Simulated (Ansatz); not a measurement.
## CsLi3Cl4 (Cmcm): the host for defect calculations

Before any defect goes in: CsLi3Cl4 (Cmcm) at rest, and how it screens a charge.

Method: plane-wave PAW DFT, PBEsol; relaxation of the host's cell and atoms, in the first sound run; inputs show where later runs differ, in Ansatz 0.2.0.

This is a report of a sequence of runs, with most program output left out.

## 1. The starting structure

Symmetry: Cmcm, No. 63, orthorhombic system. Conventional cell: a = 4.779 Å, b = 30.973 Å, c = 5.078 Å, α = 90.00°, β = 90.00°, γ = 90.00°. Nearest to Cs lie 12 Cl at 3.49 to 4.13 Å and 6 Li at 3.74 to 4.17 Å. Li has 5 Cl at 2.40 to 2.63 Å nearest. Nearest to Li lie 5 Cl at 2.48 to 2.57 Å. Nearest to Li lie 5 Cl at 2.39 to 2.58 Å. Nearest to Cl lie 2 Li at 2.40 to 2.49 Å and 4 Cs at 3.49 Å. Cl has 4 Li at 2.53 to 2.63 Å and 4 Cs at 3.83 to 4.01 Å nearest. Farther neighbours and most contacts between anions are not listed.

## 2. Host cell relaxation

Cell and atoms are relaxed together, until forces and stress fall under their thresholds.

File cell/input.yaml:

```yaml
crystal:
  lattice:
    - [2.389688, -15.486414, 0.0]
    - [2.389688, 15.486414, 0.0]
    - [0.0, 0.0, 5.077633]
  atoms:
    - { symbol: Cs, position: [0.651601, 0.348399, 0.75] }
    - { symbol: Cs, position: [0.348399, 0.651601, 0.25] }
    - { symbol: Li, position: [0.774503, 0.225497, 0.75] }
    - { symbol: Li, position: [0.067656, 0.932344, 0.25] }
    - { symbol: Li, position: [0.530804, 0.469196, 0.75] }
    - { symbol: Li, position: [0.225497, 0.774503, 0.25] }
    - { symbol: Li, position: [0.469196, 0.530804, 0.25] }
    - { symbol: Li, position: [0.932344, 0.067656, 0.75] }
    - { symbol: Cl, position: [0.851981, 0.148019, 0.75] }
    - { symbol: Cl, position: [0.751923, 0.248077, 0.25] }
    - { symbol: Cl, position: [0.546345, 0.453655, 0.25] }
    - { symbol: Cl, position: [0.453655, 0.546345, 0.75] }
    - { symbol: Cl, position: [0.05464, 0.94536, 0.75] }
    - { symbol: Cl, position: [0.148019, 0.851981, 0.25] }
    - { symbol: Cl, position: [0.248077, 0.751923, 0.75] }
    - { symbol: Cl, position: [0.94536, 0.05464, 0.25] }
basis:
  ecutwfc: 420
  xc_grid: 2
hamiltonian:
  xc: pbesol
kpoints:
  mp_grid: { grid: [6, 6, 6] }
scf:
  occupations: { method: fixed }
  max_iter: 100
relax:
  f_tol: 0.005
  max_steps: 60
  cell: {}
output:
  forces: true
  stress: true
checkpoint:
  write: "../cell.run"
  compress: false
  write_wavefunctions: false
  write_every: 100000
```

The run is started by

```sh
$ ansatz run input.yaml --threads 4 --pin off --max-ram 7536MiB --backend cpu --events-out ev --progress --plain --runs-dir out
```

The job ended after 95 s (4 threads of AMD EPYC 9R14 (Zen 4), shared host; peak memory 1.6 GiB; 6.1 min of CPU time).

The steps of the relaxation:

```
step  energy less that of the first step (eV)  largest force component (eV/Å)  pressure (GPa)  volume (Å³)
   1                                   0.0000                          0.0859           -1.35       375.82
   2                                  -0.1037                          0.0547           -0.47       360.82
   3                                  -0.1285                          0.0266            0.13       352.38
   4                                  -0.1358                          0.0155            0.13       353.14
   5                                  -0.1468                          0.0987           -0.04       359.37
   6                                  -0.1602                          0.0416           -0.03       359.37
   7                                  -0.1610                          0.0309            0.00       359.12
   8                                  -0.1614                          0.0167           -0.01       359.12
   9                                  -0.1616                          0.0029            0.00       359.04
 10*                                  -0.1613                          0.0029            0.00       359.04
```

Relaxation steps marked * repeat the geometry before them on a plane-wave basis chosen anew for their cell, so energy and pressure can jump there.

Forces are held to the 8 operations that the run works with; a distortion that breaks them can't arise in this run.

```
conventional cell, symmetrised  before   after  change
                         a (Å)   4.779   4.436  -7.2 %
                         b (Å)  30.973  31.384  +1.3 %
                         c (Å)   5.078   5.158  +1.6 %
              volume (Å³/atom)   23.49   22.44  -4.5 %
```

The atoms that moved most (Å, as changes of fractional coordinates times the final cell):

```
atom     dx      dy     dz  length
Cl13  0.000  -0.362  0.000   0.362
Cl16  0.000   0.362  0.000   0.362
Cl15  0.000   0.203  0.000   0.203
Cl10  0.000  -0.203  0.000   0.203
 Li8  0.000   0.197  0.000   0.197
 Li4  0.000  -0.197  0.000   0.197
Cl12  0.000  -0.135  0.000   0.135
Cl11  0.000   0.135  0.000   0.135
```

Numbers from this step:

```yaml
pressure: -5.59e-4 GPa
```

The relaxation ends with a largest force component of 0.0029 eV/Å and a pressure of 0.00 GPa.

## 3. Dielectric tensors of the host

The response to a uniform electric field gives the electronic dielectric tensor.

This step: plane-wave PAW DFPT, PBEsol; dielectric tensors, Born charges and zone-centre modes of the host (Ansatz 0.2.0).

File eps/input.yaml:

```yaml
crystal:
  lattice:
    - [2.2180868156, -15.6918360973, 0.0]
    - [2.2180868156, 15.6918360973, 0.0]
    - [0.0, 0.0, 5.1578144993]
  atoms:
    - { symbol: Cs, position: [0.6538340614, 0.3461659386, 0.75] }
    - { symbol: Cs, position: [0.3461659386, 0.6538340614, 0.25] }
    - { symbol: Li, position: [0.7736092177, 0.2263907823, 0.75] }
    - { symbol: Li, position: [0.073931379, 0.926068621, 0.25] }
    - { symbol: Li, position: [0.5335238939, 0.4664761061, 0.75] }
    - { symbol: Li, position: [0.2263907823, 0.7736092177, 0.25] }
    - { symbol: Li, position: [0.4664761061, 0.5335238939, 0.25] }
    - { symbol: Li, position: [0.926068621, 0.073931379, 0.75] }
    - { symbol: Cl, position: [0.848935241, 0.151064759, 0.75] }
    - { symbol: Cl, position: [0.758393232, 0.241606768, 0.25] }
    - { symbol: Cl, position: [0.5420522538, 0.4579477462, 0.25] }
    - { symbol: Cl, position: [0.4579477462, 0.5420522538, 0.75] }
    - { symbol: Cl, position: [0.0661618351, 0.9338381649, 0.75] }
    - { symbol: Cl, position: [0.151064759, 0.848935241, 0.25] }
    - { symbol: Cl, position: [0.241606768, 0.758393232, 0.75] }
    - { symbol: Cl, position: [0.9338381649, 0.0661618351, 0.25] }
basis:
  ecutwfc: 420
hamiltonian:
  xc: pbesol
kpoints:
  mp_grid: { grid: [6, 6, 5] }
scf:
  occupations: { method: fixed }
  max_iter: 100
phonons:
  method: dfpt
  dielectric: true
  rigid_motions: translations
```

It took 57 min on 4 threads; peak memory 7.4 GiB.

Electronic dielectric tensor:

```
2.81 0.00 0.00
0.00 2.74 0.00
0.00 0.00 2.87
```

Static dielectric tensor:

```
 6.25  0.00  0.00
 0.00  6.26  0.00
 0.00  0.00 23.88
```

The principal values of the electronic dielectric tensor are 2.74, 2.81 and 2.87. The principal values of the static dielectric tensor are 6.25, 6.26 and 23.88.

## 4. Primitive cell on a dense mesh

A dense mesh gives the host's converged energy, against which the supercell's sampling is tested.

This step: plane-wave PAW DFT, PBEsol; single point of the host's primitive cell on a dense mesh (Ansatz 0.2.0).

dense/input.yaml, as its differences from eps/input.yaml of step 3:

```diff
@@ -24,2 +24,3 @@
   ecutwfc: 420
+  xc_grid: 2
 hamiltonian:
@@ -27,9 +28,5 @@
 kpoints:
-  mp_grid: { grid: [6, 6, 5] }
+  mp_grid: { grid: [6, 6, 6] }
 scf:
-  occupations: { method: fixed }
-  max_iter: 100
-phonons:
-  method: dfpt
-  dielectric: true
-  rigid_motions: translations
+  occupations: { method: fermi_dirac, width: 0.01 }
+  max_iter: 80
```

Run time: 8.9 s. Hardware: 4 threads; peak memory 1.5 GiB.

## 5. Self-consistent run

This step: plane-wave PAW DFT, PBEsol; single point of the defect-free supercell, a test of its k-points (Ansatz 0.2.0).

System of this step: CsLi3Cl4 (Cmcm). The cell holds 64 atoms: 8 Cs, 24 Li and 32 Cl. Cell: a = 8.872 Å, b = 10.316 Å, c = 15.848 Å, α = 90.0°, β = 98.0°, γ = 90.0°.

File pristine.sampling/input.yaml:

```yaml
crystal:
  lattice:
    - [8.8723472625, 0.0, 0.0]
    - [0.0, 0.0, -10.3156289985]
    - [-2.2180868156, 15.6918360973, 0.0]
  atoms:
    - { symbol: Cs, position: [0.1730829693, 0.125, 0.6923318773] }
    - { symbol: Cs, position: [0.3269170307, 0.375, 0.3076681227] }
    - { symbol: Li, position: [0.1131953912, 0.125, 0.4527815647] }
    - { symbol: Li, position: [0.4630343105, 0.375, 0.852137242] }
    - { symbol: Li, position: [0.233238053, 0.125, 0.9329522122] }
    - { symbol: Li, position: [0.3868046088, 0.375, 0.5472184353] }
    - { symbol: Li, position: [0.266761947, 0.375, 0.0670477878] }
    - { symbol: Li, position: [0.0369656895, 0.125, 0.147862758] }
[... 52 atom lines left out ...]
    - { symbol: Cl, position: [0.9669190824, 0.625, 0.8676763298] }
    - { symbol: Cl, position: [0.9244676205, 0.875, 0.697870482] }
    - { symbol: Cl, position: [0.879196616, 0.625, 0.516786464] }
    - { symbol: Cl, position: [0.5330809176, 0.875, 0.1323236702] }
basis:
  ecutwfc: 420
  xc_grid: 2
hamiltonian:
  xc: pbesol
kpoints:
  mp_grid: { grid: [1, 1, 1], shift: [0.25, 0.25, 0.25] }
scf:
  occupations: { method: fermi_dirac, width: 0.01 }
  max_iter: 80
```

It took 3.7 s on 4 threads; peak memory 2.3 GiB; 13 s of CPU time.

Numbers from this step:

- energy over dense mesh: 2.01e-5 eV/atom

## 6. Defect free supercell relaxed from its symmetric sites

This cell, the one that will hold the defects, is built from the relaxed host. Its coarser k-points can move the atoms a little, so it is relaxed from the symmetric sites, as the reference for the test of stability.

This step: plane-wave PAW DFT, PBEsol; relaxation of the defect-free supercell from its symmetric sites (Ansatz 0.2.0).

pristine.symmetric/input.yaml, as its differences from pristine.sampling/input.yaml of step 5:

```diff
@@ -80 +80,12 @@
   max_iter: 80
+output:
+  forces: true
+relax:
+  f_tol: 0.01
+  max_steps: 60
+  escape_saddle: false
+checkpoint:
+  write: "../pristine.symmetric.run"
+  compress: false
+  write_wavefunctions: false
+  write_every: 100000
```

The job ended after 6.7 s (4 threads; peak memory 2.3 GiB; 24 s of CPU time).

Hardly anything moved in the relaxation; the energy changed by under 0.2 meV an atom.

## 7. Defect free supercell relaxed from displaced atoms

This step: plane-wave PAW DFT, PBEsol; relaxation of the defect-free supercell from random displacements, a test of the host's stability (Ansatz 0.2.0).

pristine.rattled/input.yaml, as its differences from pristine.symmetric/input.yaml of step 6:

```diff
@@ -84,6 +84,6 @@
   f_tol: 0.01
-  max_steps: 60
-  escape_saddle: false
+  max_steps: 120
+  random_displacement: { amplitude: 0.08, seed: 582 }
 checkpoint:
-  write: "../pristine.symmetric.run"
+  write: "../pristine.rattled.run"
   compress: false
```

It took 28 s on 4 threads; peak memory 2.1 GiB.

Relaxation path:

```
step  energy less that of the first step (eV)  largest force component (eV/Å)
   1                                   0.0000                          0.3655
   2                                  -0.3762                          0.2015
   3                                  -0.5066                          0.0195
   4                                  -0.5087                          0.0064
```

The relaxation ends 7.9 meV an atom lower than the displaced start, with a largest force component of 0.0064 eV/Å.

## 8. What came out

| Property | Result |
| --- | --- |
| primitive cell vectors, lengths | 15.848, 15.848, 5.158 Å |
| electronic dielectric constant | principal values (2.74, 2.81, 2.87) |
| static dielectric constant | principal values (6.25, 6.26, 23.88) |
| gap on the k-mesh of the response run (PBEsol) | 5.36 eV |
| supercell relaxed in its symmetry less the displaced and relaxed one | 0.000 eV |
| energy an atom at one point at (¼, ¼, ¼) less that on the dense mesh | 0.000 eV |

What this shows: Step 7: The energy fell by 0.509 eV from the randomly displaced start; against the sites as typed, Li36 ends farthest off, by 0.01 Å, once the mean shift is taken out. The displaced cell ends within 0.01 eV of the symmetric one relaxed in its symmetry, so no lower structure shows in this supercell. The k-mesh can miss the band edges, so this gap is an upper bound at this level. All at zero temperature.

[Logs are printed without paths, hosts, clocks, repeated set-up lines and the standing remarks that a program may print on its own settings, such as how far it seeks lower states.]

[Hosts, paths, dates, database ids (printed as entryN), source tags and the programs' standing remarks are cut or masked in the printed files.]

[Runs of the host that timed out are not shown.]

[For some hosts the program warned that the k-mesh of the response run may be too coarse for force constants and the static dielectric constant; such warnings are not always shown.]
